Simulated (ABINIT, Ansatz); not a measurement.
# Lattice dynamics of Ba (Pm-3m) in two programs, part 3 of 4

How does Ba (Pm-3m) vibrate, and is this structure a minimum?

ABINIT 10.8.3; DFT LDA, scalar-relativistic, plane waves, PseudoDojo norm-conserving pseudopotentials.

So far. Step 2 (Relaxing the cell and atoms): The volume changes by +2.1 % from the cell with which this run began. The relaxed cell has a = 3.731 Å (conventional setting).

This is not the structure that Ba takes at ambient pressure and room temperature (bcc); it is a model or a phase of other conditions.

## 6. Dispersion

anaddb transforms the dynamical matrices to force constants and back along the path; points of the mesh come back as solved, but for the sum rule and, in polar crystals, the LO-TO term at Γ; the rest is interpolation.

anaddb.abi

```
ddb_filepath "all_DDB"
output_file "anaddb.abo"
outdata_prefix "anaddb"
ifcflag 1
ngqpt 2 2 2
nqshft 1
q1shft 0.0 0.0 0.0
asr 1
chneut 0
dipdip 0
dipquad 0
quadquad 0
enunit 0
eivec 0
nph1l 62
qph1l 
    0.0 0.0 0.0 1.0
    0.0 0.05 0.0 1.0
    0.0 0.1 0.0 1.0
    0.0 0.15 0.0 1.0
    0.0 0.2 0.0 1.0
    0.0 0.25 0.0 1.0
    0.0 0.3 0.0 1.0
    0.0 0.35 0.0 1.0
    0.0 0.4 0.0 1.0
    0.0 0.45 0.0 1.0
    0.0 0.5 0.0 1.0
    0.05 0.5 0.0 1.0
    0.1 0.5 0.0 1.0
    0.15 0.5 0.0 1.0
    0.2 0.5 0.0 1.0
    0.25 0.5 0.0 1.0
    0.3 0.5 0.0 1.0
    0.35 0.5 0.0 1.0
    0.4 0.5 0.0 1.0
    0.45 0.5 0.0 1.0
    0.5 0.5 0.0 1.0
    0.45 0.45 0.0 1.0
    0.4 0.4 0.0 1.0
    0.35 0.35 0.0 1.0
    0.3 0.3 0.0 1.0
    0.25 0.25 0.0 1.0
    0.2 0.2 0.0 1.0
    0.15 0.15 0.0 1.0
    0.1 0.1 0.0 1.0
    0.05 0.05 0.0 1.0
    0.0 0.0 0.0 1.0
    0.05 0.05 0.05 1.0
    0.1 0.1 0.1 1.0
    0.15 0.15 0.15 1.0
    0.2 0.2 0.2 1.0
    0.25 0.25 0.25 1.0
    0.3 0.3 0.3 1.0
    0.35 0.35 0.35 1.0
    0.4 0.4 0.4 1.0
    0.45 0.45 0.45 1.0
    0.5 0.5 0.5 1.0
    0.45 0.5 0.45 1.0
    0.4 0.5 0.4 1.0
    0.35 0.5 0.35 1.0
    0.3 0.5 0.3 1.0
    0.25 0.5 0.25 1.0
    0.2 0.5 0.2 1.0
    0.15 0.5 0.15 1.0
    0.1 0.5 0.1 1.0
    0.05 0.5 0.05 1.0
    0.0 0.5 0.0 1.0
    0.5 0.5 0.5 1.0
    0.5 0.5 0.45 1.0
    0.5 0.5 0.4 1.0
    0.5 0.5 0.35 1.0
    0.5 0.5 0.3 1.0
    0.5 0.5 0.25 1.0
    0.5 0.5 0.2 1.0
    0.5 0.5 0.15 1.0
    0.5 0.5 0.1 1.0
    0.5 0.5 0.05 1.0
    0.5 0.5 0.0 1.0
```

mrgddb.in

```
all_DDB
merged
4
dfpt_gammao_DDB
dfpt_qo_DS1_DDB
dfpt_qo_DS2_DDB
dfpt_qo_DS3_DDB
```

Started as:

```sh
> mrgddb < mrgddb.in > mrgddb.log
> OMP_NUM_THREADS=1 anaddb anaddb.abi > anaddb.log
```

anaddb.abo, the main output file:

```text
[banners, grids, parts of the stress and lines that vanish by symmetry left out]
-outvars_anaddb: echo values of input variables ----------------------

 Flags :
[...]
Phonon wavevector (reduced coordinates) :  0.00000  0.00000  0.00000
 Phonon energies in Hartree :
[...]
Phonon frequencies in cm-1    :
-  0.000000E+00  0.000000E+00  0.000000E+00
[...]
Phonon wavevector (reduced coordinates) :  0.00000  0.05000  0.00000
 Phonon energies in Hartree :
[...]
Phonon frequencies in cm-1    :
- -4.526454E+00 -4.526454E+00  1.123732E+01
[...]
Phonon wavevector (reduced coordinates) :  0.00000  0.10000  0.00000
 Phonon energies in Hartree :
[...]
Phonon frequencies in cm-1    :
- -8.941451E+00 -8.941451E+00  2.219794E+01
[...]
Phonon wavevector (reduced coordinates) :  0.00000  0.15000  0.00000
 Phonon energies in Hartree :
[...]
Phonon frequencies in cm-1    :
- -1.313628E+01 -1.313628E+01  3.261197E+01
[...]
Phonon wavevector (reduced coordinates) :  0.00000  0.20000  0.00000
 Phonon energies in Hartree :
[...]
Phonon frequencies in cm-1    :
- -1.700765E+01 -1.700765E+01  4.222299E+01
[...]
Phonon wavevector (reduced coordinates) :  0.00000  0.25000  0.00000
 Phonon energies in Hartree :
[...]
Phonon frequencies in cm-1    :
- -2.046024E+01 -2.046024E+01  5.079434E+01
  Phonon wavevector (reduced coordinates) :  0.00000  0.30000  0.00000
 Phonon energies in Hartree :
[...]
Phonon frequencies in cm-1    :
- -2.340902E+01 -2.340902E+01  5.811496E+01
  Phonon wavevector (reduced coordinates) :  0.00000  0.35000  0.00000
 Phonon energies in Hartree :
[...]
Phonon frequencies in cm-1    :
- -2.578140E+01 -2.578140E+01  6.400460E+01
  Phonon wavevector (reduced coordinates) :  0.00000  0.40000  0.00000
 Phonon energies in Hartree :
[...]
Phonon frequencies in cm-1    :
- -2.751896E+01 -2.751896E+01  6.831824E+01
  Phonon wavevector (reduced coordinates) :  0.00000  0.45000  0.00000
 Phonon energies in Hartree :
[...]
Phonon frequencies in cm-1    :
- -2.857890E+01 -2.857890E+01  7.094965E+01
  Phonon wavevector (reduced coordinates) :  0.00000  0.50000  0.00000
 Phonon energies in Hartree :
[...]
Phonon frequencies in cm-1    :
- -2.893514E+01 -2.893514E+01  7.183405E+01
  Phonon wavevector (reduced coordinates) :  0.05000  0.50000  0.00000
 Phonon energies in Hartree :
[...]
Phonon frequencies in cm-1    :
- -2.945831E+01 -2.639186E+01  7.179190E+01
  Phonon wavevector (reduced coordinates) :  0.10000  0.50000  0.00000
 Phonon energies in Hartree :
[...]
Phonon frequencies in cm-1    :
- -3.092653E+01 -1.697548E+01  7.166943E+01
  Phonon wavevector (reduced coordinates) :  0.15000  0.50000  0.00000
 Phonon energies in Hartree :
[...]
Phonon frequencies in cm-1    :
- -3.308382E+01  1.865137E+01  7.147827E+01
[...]
Phonon wavevector (reduced coordinates) :  0.50000  0.50000  0.35000
 Phonon energies in Hartree :
[...]
Phonon frequencies in cm-1    :
-  2.711979E+01  4.666793E+01  4.666793E+01
  Phonon wavevector (reduced coordinates) :  0.50000  0.50000  0.30000
 Phonon energies in Hartree :
[...]
Phonon frequencies in cm-1    :
-  1.549784E+01  5.155633E+01  5.155633E+01
  Phonon wavevector (reduced coordinates) :  0.50000  0.50000  0.25000
 Phonon energies in Hartree :
[...]
Phonon frequencies in cm-1    :
- -1.757444E+01  5.648289E+01  5.648289E+01
  Phonon wavevector (reduced coordinates) :  0.50000  0.50000  0.20000
 Phonon energies in Hartree :
[...]
Phonon frequencies in cm-1    :
- -2.929002E+01  6.101293E+01  6.101293E+01
  Phonon wavevector (reduced coordinates) :  0.50000  0.50000  0.15000
 Phonon energies in Hartree :
[...]
Phonon frequencies in cm-1    :
- -3.678593E+01  6.482853E+01  6.482853E+01
  Phonon wavevector (reduced coordinates) :  0.50000  0.50000  0.10000
 Phonon energies in Hartree :
[...]
Phonon frequencies in cm-1    :
- -4.178848E+01  6.770373E+01  6.770373E+01
  Phonon wavevector (reduced coordinates) :  0.50000  0.50000  0.05000
 Phonon energies in Hartree :
[...]
Phonon frequencies in cm-1    :
- -4.470621E+01  6.948704E+01  6.948704E+01
  Phonon wavevector (reduced coordinates) :  0.50000  0.50000  0.00000
 Phonon energies in Hartree :
[...]
Phonon frequencies in cm-1    :
- -4.566842E+01  7.009102E+01  7.009102E+01
-
```

Run time: 0.73 s. Hardware: 1 thread of Intel Xeon 6975P-C (Granite Rapids), shared host.

This step gave:

| Property | Result |
| --- | --- |
| lowest frequency on the path | -45.67 cm⁻¹ |

Anaddb. The phonon branches at the labelled points (cm⁻¹):

| point | branch 1 | branch 2 | branch 3 |
| --- | --- | --- | --- |
| Γ | 0 | 0 | 0 |
| halfway | -20 | -20 | 51 |
| X | -29 | -29 | 72 |
| halfway | -38 | 45 | 71 |
| M | -46 | 70 | 70 |
| halfway | -31 | 48 | 48 |
| Γ | 0 | 0 | 0 |
| halfway | 40 | 40 | 40 |
| R | 38 | 38 | 38 |
| halfway | 29 | 29 | 64 |
| X | -29 | -29 | 72 |
| jump to R | 38 | 38 | 38 |
| halfway | -18 | 56 | 56 |
| M | -46 | 70 | 70 |

The phonon branches as a text plot (rows in cm⁻¹):

```
     69 |      **********                            *****     **
     64 |     *       *  *                          *         *
     60 |    *       *    *                        *
     55 |           *      **                     *          *
     50 |   *                *                              *
     45 |                                ***     *         *
     40 |                     *         *   ******        *
     35 |          *                   *          **      *
     30 |  *                   *                    *
     25 |                            **                    *
     20 | *       *             *   *                *
     15 |                                                   *
     11 |*                       * *
      6 |
      1 |                         *
     -4 |*                       *                    *
     -9 | *
    -14 |  *                    *
    -19 |   *                  *                       *     *
    -24 |    **               *
    -29 |      ***           *                          **
    -33 |         **       **
    -38 |           *     *                                   *
    -43 |            *****                                     **
         Γ      X      M          Γ            R        X|R     M
```

The path dips to 46i cm⁻¹.

## 7. Sums over the zone

Sums over the zone need many more wavevectors than were solved, so the interpolation is sampled on a dense mesh.

anaddb.abi

```
ddb_filepath "all_DDB"
output_file "anaddb.abo"
outdata_prefix "anaddb"
ifcflag 1
ngqpt 2 2 2
nqshft 1
q1shft 0.0 0.0 0.0
asr 1
chneut 0
dipdip 0
dipquad 0
quadquad 0
prtdos 2
ng2qpt 12 12 12
dosdeltae 4.5563e-06
ntemper 11
temperinc 100.0
tempermin 0.0
```

Started as:

```sh
> OMP_NUM_THREADS=1 anaddb anaddb.abi > anaddb.log
```

anaddb.abo, the main output file:

```text
-outvars_anaddb: echo values of input variables ----------------------

 Flags :
     ifcflag         1
 Miscellaneous information :
         asr         1
      chneut         0
 Interatomic Force Constants Inputs :
      dipdip         0
     dipquad         0
    quadquad         0
      ifcana         0
      ifcout         0
 Description of grid 1 :
        brav         1
       ngqpt         2         2         2
      nqshft         1
      q1shft
                     0.00000000E+00  0.00000000E+00  0.00000000E+00
 Phonon DOS information :
   dosdeltae  4.55630000E-06
    dossmear  4.55633525E-06
 Description of grid 2 (Fourier interp. or BZ sampling):
      ng2qpt        12        12        12
      ngrids         4
      q2shft         0.00000000E+00  0.00000000E+00  0.00000000E+00

================================================================================

 read the DDB information and perform some checks

  ==== Info on the Cryst% object ====
 Real(R)+Recip(G) space primitive vectors, cartesian coordinates (Bohr,Bohr^-1):
 R(1)=  7.0501169  0.0000000  0.0000000  G(1)=  0.1418416  0.0000000  0.0000000
 R(2)=  0.0000000  7.0501169  0.0000000  G(2)=  0.0000000  0.1418416  0.0000000
 R(3)=  0.0000000  0.0000000  7.0501169  G(3)=  0.0000000  0.0000000  0.1418416
 Unit cell volume ucvol=  3.5042006E+02 bohr^3
 Angles (23,13,12)=  9.00000000E+01  9.00000000E+01  9.00000000E+01 degrees
 Time-reversal symmetry is present
 Reduced atomic positions [iatom, xred, symbol]:
    1)    0.5000000  0.5000000  0.5000000  Ba

 DDB file with 4 blocks has been read.

================================================================================

 Calculation of the interatomic forces

       Homogeneous q point set in the B.Z.
 Grid q points  :        8
  1)   0.00000000E+00  0.00000000E+00  0.00000000E+00
  2)   5.00000000E-01  0.00000000E+00  0.00000000E+00
  3)   0.00000000E+00  5.00000000E-01  0.00000000E+00
  4)   5.00000000E-01  5.00000000E-01  0.00000000E+00
  5)   0.00000000E+00  0.00000000E+00  5.00000000E-01
  6)   5.00000000E-01  0.00000000E+00  5.00000000E-01
  7)   0.00000000E+00  5.00000000E-01  5.00000000E-01
  8)   5.00000000E-01  5.00000000E-01  5.00000000E-01

 The interatomic forces have been obtained

================================================================================

 Calculation of phonon density of states

 Average speed of sound partial sums:     0.3327927439E-03 (at units)
-                                   =           0.7280 [km/s]

 Debye frequency from partial sums:     0.1839901268E-03 (Ha)
-                                 =     0.1210596879E+01 (THz)
-Debye temperature from partial sums:     0.5809948686E+02 (K)

 Average speed of sound:     0.3071335097E-04 (at units)
-                      =           0.0672 [km/s]

 Debye frequency from DOS:     0.1698039829E-04 (Ha)
-                        =     0.1117256536E+00 (THz)
-Debye temperature from DOS:     0.5361985692E+01 (K)

-
```

Run time: 0.71 s. Hardware: 1 thread.

Read from the output:

| Item | Value |
| --- | --- |
| share of modes beyond 3i cm⁻¹ on the dense interpolated mesh | 0.2628 |

Tetrahedra. Table of phonon density of states by wavenumber; read off at these points:

| wavenumber (cm⁻¹) | phonon density of states (1/cm⁻¹/cell) |
| --- | --- |
| -50.0 | 0 |
| -45.0 | 0.00192 |
| -40.0 | 0.0145 |
| -35.0 | 0.0205 |
| -30.0 | 0.0271 |
| -26.7 | 0.0300 |
| -25.0 | 0.0283 |
| -20.0 | 0.0217 |
| -15.0 | 0.0167 |
| -10.0 | 0.0147 |
| -5.0 | 0.0133 |
| 0.0 | 0.0127 |
| 5.0 | 0.0123 |
| 10.0 | 0.0125 |
| 15.0 | 0.0132 |
| 20.0 | 0.0155 |
| 25.0 | 0.0186 |
| 30.0 | 0.0252 |
| 35.0 | 0.0272 |
| 40.0 | 0.0330 |
| 45.0 | 0.0404 |
| 50.0 | 0.0412 |
| 55.0 | 0.0437 |
| 60.0 | 0.0508 |
| 65.0 | 0.0528 |
| 69.3 | 0.0647 |
| 70.0 | 0.0465 |
| 75.0 | 0 |

(Continued in part 4 of 4.)

[Host names and launcher messages were left out of these logs when they were recorded.]

[Logs are printed without paths, hosts, clocks, repeated set-up lines and the standing remarks that a program may print on its own settings, such as how far it seeks lower states.]

[Hosts, paths, dates, database ids (printed as entryN), source tags and the programs' standing remarks are cut or masked in the printed files.]
